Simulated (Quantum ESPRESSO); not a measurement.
# How KI absorbs and reflects light, part 2 of 3

Wanted: where KI starts to absorb, how strongly, and its refractive index.

Quantum ESPRESSO 7.5; DFT, PBE, plane waves with norm-conserving potentials (PseudoDojo), scalar-relativistic, independent-particle optical response without local fields and without the non-local commutator.

So far. Step 2 (Ground state): There is a gap, 3.96 eV on this mesh (points off the mesh can give less), so no carriers' term is needed.

### 3. Ground state with the final occupations

Level of this step: DFT, PBE, plane waves with norm-conserving potentials (PseudoDojo), scalar-relativistic, ground state (Quantum ESPRESSO).

The ground state once more, with the occupations that the first run showed to fit.

The input, scf.in:

```
&control
  calculation = 'scf'
  prefix = 'x'
  outdir = './tmp'
  pseudo_dir = './'
  verbosity = 'high'
/
&system
  ibrav = 0
  nat = 2
  ntyp = 2
  ecutwfc = 70
  occupations = 'fixed'
/
&electrons
  conv_thr = 1e-09
  electron_maxstep = 100
/
ATOMIC_SPECIES
  I 1.0 I.upf
  K 1.0 K.upf
CELL_PARAMETERS angstrom
  0.000000000000 3.532775000000 3.532775000000
  3.532775000000 0.000000000000 3.532775000000
  3.532775000000 3.532775000000 0.000000000000
ATOMIC_POSITIONS crystal
  I 0.500000000000 0.500000000000 0.500000000000
  K 0.000000000000 0.000000000000 0.000000000000
K_POINTS automatic
  6 6 6 0 0 0
```

Run with:

```bash
$ mpirun -n 4 pw.x -nk 4 -in scf.in
```

The program printed:

```text
[banner, memory and clock lines left out]

     using ibrav=0 with symmetry is DISCOURAGED, use correct ibrav instead

     G-vector sticks info

     bravais-lattice index     =            0
     lattice parameter (alat)  =       9.4413  a.u.
     unit-cell volume          =     595.0789 (a.u.)^3
     number of atoms/cell      =            2
     number of atomic types    =            2
     number of electrons       =        16.00
     number of Kohn-Sham states=            8
     kinetic-energy cutoff     =      70.0000  Ry
     charge density cutoff     =     280.0000  Ry
     scf convergence threshold =      1.0E-09
     mixing beta               =       0.7000
     number of iterations used =            8  plain     mixing
     Exchange-correlation= PBE
                           (   1   4   3   4   0   0   0)

     celldm(1)=   9.441258  celldm(2)=   0.000000  celldm(3)=   0.000000
     celldm(4)=   0.000000  celldm(5)=   0.000000  celldm(6)=   0.000000

     crystal axes: (cart. coord. in units of alat)
               a(1) = (   0.000000   0.707107   0.707107 )
               a(2) = (   0.707107   0.000000   0.707107 )
               a(3) = (   0.707107   0.707107   0.000000 )

     reciprocal axes: (cart. coord. in units 2 pi/alat)
               b(1) = ( -0.707107  0.707107  0.707107 )
               b(2) = (  0.707107 -0.707107  0.707107 )
               b(3) = (  0.707107  0.707107 -0.707107 )

     ./I.upf
     Pseudo is Norm-conserving + core correction, Zval =  7.0
     Generated using ONCVPSP code by D. R. Hamann
     Using radial grid of 1196 points,  6 beta functions with:
                l(1) =   0
                l(2) =   0
                l(3) =   1
                l(4) =   1
                l(5) =   2
                l(6) =   2

     ./K.upf
     Pseudo is Norm-conserving + core correction, Zval =  9.0
     Generated using ONCVPSP code by D. R. Hamann
     Using radial grid of 2222 points,  6 beta functions with:
                l(1) =   0
                l(2) =   0
                l(3) =   1
                l(4) =   1
                l(5) =   2
                l(6) =   2

     atomic species   valence    mass     pseudopotential
     I                 7.00     1.00000     I ( 1.00)
     K                 9.00     1.00000     K ( 1.00)

     48 Sym. Ops., with inversion, found

                                    s                        frac. trans.

     [... symmetry matrices left out ...]
   Cartesian axes

     site n.     atom                  positions (alat units)
         1        I      tau(   1) = (   0.7071068   0.7071068   0.7071068  )
         2        K      tau(   2) = (   0.0000000   0.0000000   0.0000000  )

   Crystallographic axes

     site n.     atom                  positions (cryst. coord.)
         1        I      tau(   1) = (  0.5000000  0.5000000  0.5000000  )
         2        K      tau(   2) = (  0.0000000  0.0000000  0.0000000  )

     number of k points=    16
                       cart. coord. in units 2pi/alat
        k(    1) = (   0.0000000   0.0000000   0.0000000), wk =   0.0092593
        k(    2) = (   0.1178511   0.1178511  -0.1178511), wk =   0.0740741
        k(    3) = (   0.2357023   0.2357023  -0.2357023), wk =   0.0740741
        k(    4) = (  -0.3535534  -0.3535534   0.3535534), wk =   0.0370370
        k(    5) = (   0.2357023   0.0000000  -0.0000000), wk =   0.0555556
        k(    6) = (   0.3535534   0.1178511  -0.1178511), wk =   0.2222222
        k(    7) = (  -0.2357023  -0.4714045   0.4714045), wk =   0.2222222
        k(    8) = (  -0.1178511  -0.3535534   0.3535534), wk =   0.2222222
        k(    9) = (   0.0000000  -0.2357023   0.2357023), wk =   0.1111111
        k(   10) = (   0.4714045   0.0000000  -0.0000000), wk =   0.0555556
        k(   11) = (  -0.1178511  -0.5892557   0.5892557), wk =   0.2222222
        k(   12) = (  -0.0000000  -0.4714045   0.4714045), wk =   0.1111111
        k(   13) = (  -0.7071068   0.0000000   0.0000000), wk =   0.0277778
        k(   14) = (  -0.2357023  -0.4714045   0.7071068), wk =   0.2222222
        k(   15) = (  -0.1178511  -0.3535534   0.5892557), wk =   0.2222222
        k(   16) = (  -0.7071068   0.2357023   0.0000000), wk =   0.1111111

                       cryst. coord.
[...]
k(    9) = (  -0.0000000   0.1666667  -0.1666667), wk =   0.1111111
        k(   10) = (  -0.0000000   0.3333333   0.3333333), wk =   0.0555556
        k(   11) = (   0.0000000   0.3333333  -0.5000000), wk =   0.2222222
        k(   12) = (   0.0000000   0.3333333  -0.3333333), wk =   0.1111111
        k(   13) = (   0.0000000  -0.5000000  -0.5000000), wk =   0.0277778
        k(   14) = (   0.1666667   0.3333333  -0.5000000), wk =   0.2222222
        k(   15) = (   0.1666667   0.3333333  -0.3333333), wk =   0.2222222
        k(   16) = (   0.1666667  -0.5000000  -0.3333333), wk =   0.1111111

     Dense  grid:    47183 G-vectors     FFT dimensions: (  54,  54,  54)

     Initial potential from superposition of free atoms

     starting charge      15.9807, renormalised to      16.0000
     Starting wfcs are    9 randomized atomic wfcs

     Self-consistent Calculation

     iteration #  1     ecut=    70.00 Ry     beta= 0.70
     Davidson diagonalization with overlap

            75 MiB given to the printing process from OS
            36 MiB allocation reported by mallinfo(arena+hblkhd)
------------------
     ethr =  1.00E-02,  avg # of iterations =  1.0

     Threshold (ethr) on eigenvalues was too large:
     Diagonalizing with lowered threshold

     Davidson diagonalization with overlap

            75 MiB given to the printing process from OS
            41 MiB allocation reported by mallinfo(arena+hblkhd)
------------------
     ethr =  2.20E-04,  avg # of iterations =  3.2

     total energy              =     -86.19693708 Ry
     estimated scf accuracy    <       0.02668582 Ry

     iteration #  2     ecut=    70.00 Ry     beta= 0.70
     Davidson diagonalization with overlap

            91 MiB given to the printing process from OS
            49 MiB allocation reported by mallinfo(arena+hblkhd)
------------------
     ethr =  1.67E-04,  avg # of iterations =  2.1

     total energy              =     -86.20437896 Ry
     estimated scf accuracy    <       0.00282955 Ry

     iteration #  3     ecut=    70.00 Ry     beta= 0.70
     Davidson diagonalization with overlap

            93 MiB given to the printing process from OS
            50 MiB allocation reported by mallinfo(arena+hblkhd)
------------------
     ethr =  1.77E-05,  avg # of iterations =  3.0

     total energy              =     -86.20512347 Ry
     estimated scf accuracy    <       0.00012896 Ry

     iteration #  4     ecut=    70.00 Ry     beta= 0.70
     Davidson diagonalization with overlap

            95 MiB given to the printing process from OS
            52 MiB allocation reported by mallinfo(arena+hblkhd)
------------------
     ethr =  8.06E-07,  avg # of iterations =  4.2

     total energy              =     -86.20519421 Ry
     estimated scf accuracy    <       0.00001420 Ry

     iteration #  5     ecut=    70.00 Ry     beta= 0.70
     Davidson diagonalization with overlap

            96 MiB given to the printing process from OS
            53 MiB allocation reported by mallinfo(arena+hblkhd)
------------------
     ethr =  8.88E-08,  avg # of iterations =  3.3

     total energy              =     -86.20520001 Ry
     estimated scf accuracy    <       0.00000037 Ry

     iteration #  6     ecut=    70.00 Ry     beta= 0.70
     Davidson diagonalization with overlap

            98 MiB given to the printing process from OS
            55 MiB allocation reported by mallinfo(arena+hblkhd)
------------------
     ethr =  2.34E-09,  avg # of iterations =  5.5

     total energy              =     -86.20520026 Ry
     estimated scf accuracy    <       0.00000091 Ry

     iteration #  7     ecut=    70.00 Ry     beta= 0.70
     Davidson diagonalization with overlap

            99 MiB given to the printing process from OS
            56 MiB allocation reported by mallinfo(arena+hblkhd)
------------------
     ethr =  2.34E-09,  avg # of iterations =  2.1

     total energy              =     -86.20520042 Ry
     estimated scf accuracy    <          6.7E-09 Ry

     iteration #  8     ecut=    70.00 Ry     beta= 0.70
     Davidson diagonalization with overlap

           100 MiB given to the printing process from OS
            58 MiB allocation reported by mallinfo(arena+hblkhd)
------------------
     ethr =  4.22E-11,  avg # of iterations =  4.8

     total energy              =     -86.20520042 Ry
     estimated scf accuracy    <          1.8E-09 Ry

     iteration #  9     ecut=    70.00 Ry     beta= 0.70
     Davidson diagonalization with overlap

           102 MiB given to the printing process from OS
            59 MiB allocation reported by mallinfo(arena+hblkhd)
------------------
     ethr =  1.13E-11,  avg # of iterations =  1.9

     End of self-consistent calculation

          k = 0.0000 0.0000 0.0000 (  5961 PWs)   bands (ev):

   -27.1194 -10.6067 -10.6067 -10.6067  -9.1239   1.3802   1.3802   1.3802

     occupation numbers
     1.0000   1.0000   1.0000   1.0000   1.0000   1.0000   1.0000   1.0000

          k = 0.1179 0.1179-0.1179 (  5907 PWs)   bands (ev):

   -27.1189 -10.6475 -10.6073 -10.6073  -9.0515   0.9627   1.2898   1.2898

     occupation numbers
     1.0000   1.0000   1.0000   1.0000   1.0000   1.0000   1.0000   1.0000

          k = 0.2357 0.2357-0.2357 (  5888 PWs)   bands (ev):

   -27.1179 -10.7203 -10.6086 -10.6086  -8.9134   0.3259   1.1222   1.1222

     occupation numbers
     1.0000   1.0000   1.0000   1.0000   1.0000   1.0000   1.0000   1.0000

          k =-0.3536-0.3536 0.3536 (  5900 PWs)   bands (ev):

   -27.1173 -10.7532 -10.6092 -10.6092  -8.8468   0.0619   1.0441   1.0441

     occupation numbers
     1.0000   1.0000   1.0000   1.0000   1.0000   1.0000   1.0000   1.0000

          k = 0.2357 0.0000-0.0000 (  5894 PWs)   bands (ev):

   -27.1187 -10.6450 -10.6112 -10.6112  -9.0423   0.8889   1.2711   1.2711

     occupation numbers
     1.0000   1.0000   1.0000   1.0000   1.0000   1.0000   1.0000   1.0000

          k = 0.3536 0.1179-0.1179 (  5894 PWs)   bands (ev):

   -27.1179 -10.6885 -10.6142 -10.6131  -8.9550   0.4873   1.0918   1.1416

     occupation numbers
     1.0000   1.0000   1.0000   1.0000   1.0000   1.0000   1.0000   1.0000

     [... further k points left out ...]

     highest occupied level (ev):     1.3802

!    total energy              =     -86.20520042 Ry
     estimated scf accuracy    <          1.0E-09 Ry

     The total energy is the sum of the following terms:
     one-electron contribution =     -29.58908083 Ry
     hartree contribution      =      19.12884987 Ry
     xc contribution           =     -20.82129387 Ry
     ewald contribution        =     -54.92367560 Ry

     convergence has been achieved in   9 iterations

     XML data file, charge density, pseudopotentials, collected wavefunctions

                                        0.00s GPU  (     165 calls)
```

It took 9.6 s on 4 MPI ranks of Intel Xeon Platinum 8175M at 2.50GHz (Skylake/Cascade Lake), shared host; peak memory 0.1 GiB; 38 s of CPU time.

### 4. Bands on the whole mesh, 9×9×9

The response needs many more empty bands than the density does.

This step: DFT, PBE, plane waves with norm-conserving potentials (PseudoDojo), scalar-relativistic, bands at fixed density (Quantum ESPRESSO 7.5).

nscf.in, as its differences from scf.in of step 3:

```diff
@@ -1,3 +1,3 @@
 &control
-  calculation = 'scf'
+  calculation = 'nscf'
   prefix = 'x'
@@ -5,3 +5,2 @@
   pseudo_dir = './'
-  verbosity = 'high'
 /
@@ -13,2 +12,5 @@
   occupations = 'fixed'
+  nbnd = 42
+  nosym = .true.
+  noinv = .true.
 /
@@ -17,2 +19,3 @@
   electron_maxstep = 100
+  diago_full_acc = .true.
 /
@@ -29,2 +32,2 @@
 K_POINTS automatic
-  6 6 6 0 0 0
+  9 9 9 0 0 0
```

Run with:

```bash
$ mpirun -n 4 pw.x -nk 4 -in nscf.in
```

The program printed:

```text
[banner, memory and clock lines left out]

     Atomic positions and unit cell read from directory:

     G-vector sticks info

     bravais-lattice index     =            0
     lattice parameter (alat)  =       9.4413  a.u.
     unit-cell volume          =     595.0789 (a.u.)^3
     number of atoms/cell      =            2
     number of atomic types    =            2
     number of electrons       =        16.00
     number of Kohn-Sham states=           42
     kinetic-energy cutoff     =      70.0000  Ry
     charge density cutoff     =     280.0000  Ry
     Exchange-correlation= PBE
                           (   1   4   3   4   0   0   0)

     celldm(1)=   9.441258  celldm(2)=   0.000000  celldm(3)=   0.000000
     celldm(4)=   0.000000  celldm(5)=   0.000000  celldm(6)=   0.000000

     crystal axes: (cart. coord. in units of alat)
               a(1) = (   0.000000   0.707107   0.707107 )
               a(2) = (   0.707107   0.000000   0.707107 )
               a(3) = (   0.707107   0.707107   0.000000 )

     reciprocal axes: (cart. coord. in units 2 pi/alat)
               b(1) = ( -0.707107  0.707107  0.707107 )
               b(2) = (  0.707107 -0.707107  0.707107 )
               b(3) = (  0.707107  0.707107 -0.707107 )

     ./I.upf
     Pseudo is Norm-conserving + core correction, Zval =  7.0
     Generated using ONCVPSP code by D. R. Hamann
     Using radial grid of 1196 points,  6 beta functions with:
                l(1) =   0
                l(2) =   0
                l(3) =   1
                l(4) =   1
                l(5) =   2
                l(6) =   2

     ./K.upf
     Pseudo is Norm-conserving + core correction, Zval =  9.0
     Generated using ONCVPSP code by D. R. Hamann
     Using radial grid of 2222 points,  6 beta functions with:
                l(1) =   0
                l(2) =   0
                l(3) =   1
                l(4) =   1
                l(5) =   2
                l(6) =   2

     atomic species   valence    mass     pseudopotential
     I                 7.00     1.00000     I ( 1.00)
     K                 9.00     1.00000     K ( 1.00)

     No symmetry found

   Cartesian axes

     site n.     atom                  positions (alat units)
         1        I      tau(   1) = (   0.7071068   0.7071068   0.7071068  )
         2        K      tau(   2) = (   0.0000000   0.0000000   0.0000000  )

     number of k points=   729

     Number of k-points >= 100: set verbosity='high' to print them.

     Dense  grid:    47183 G-vectors     FFT dimensions: (  54,  54,  54)

     The potential is recalculated from file :

     Starting wfcs are    9 randomized atomic wfcs +   33 random wfcs

     Band Structure Calculation
     Davidson diagonalization with overlap

     ethr =  6.25E-12,  avg # of iterations = 50.2

     End of band structure calculation

     Number of k-points >= 100: set verbosity='high' to print the bands.

     highest occupied, lowest unoccupied level (ev):     1.3804    5.3428

     XML data file, pseudopotentials, collected wavefunctions

                                        0.00s GPU  (    9726 calls)

[... left out ...]
ulation
     Davidson diagonalization with overlap

     ethr =  6.25E-12,  avg # of iterations = 50.2

     End of band structure calculation

     Number of k-points >= 100: set verbosity='high' to print the bands.

     highest occupied, lowest unoccupied level (ev):     1.3804    5.3428

     XML data file, pseudopotentials, collected wavefunctions

                                        0.00s GPU  (    9726 calls)
```

Wall time 19 min (4 MPI ranks); peak memory 0.08 GiB; 77 min of CPU time.

(Part 2 of 3 ends here.)

[Machine, clock, banner and «Message from routine» lines are left out of the logs.]

[Logs are printed without paths, hosts, clocks, repeated set-up lines and the standing remarks that a program may print on its own settings, such as how far it seeks lower states.]

[Hosts, paths, dates, database ids (printed as entryN), source tags and the programs' standing remarks are cut or masked in the printed files.]
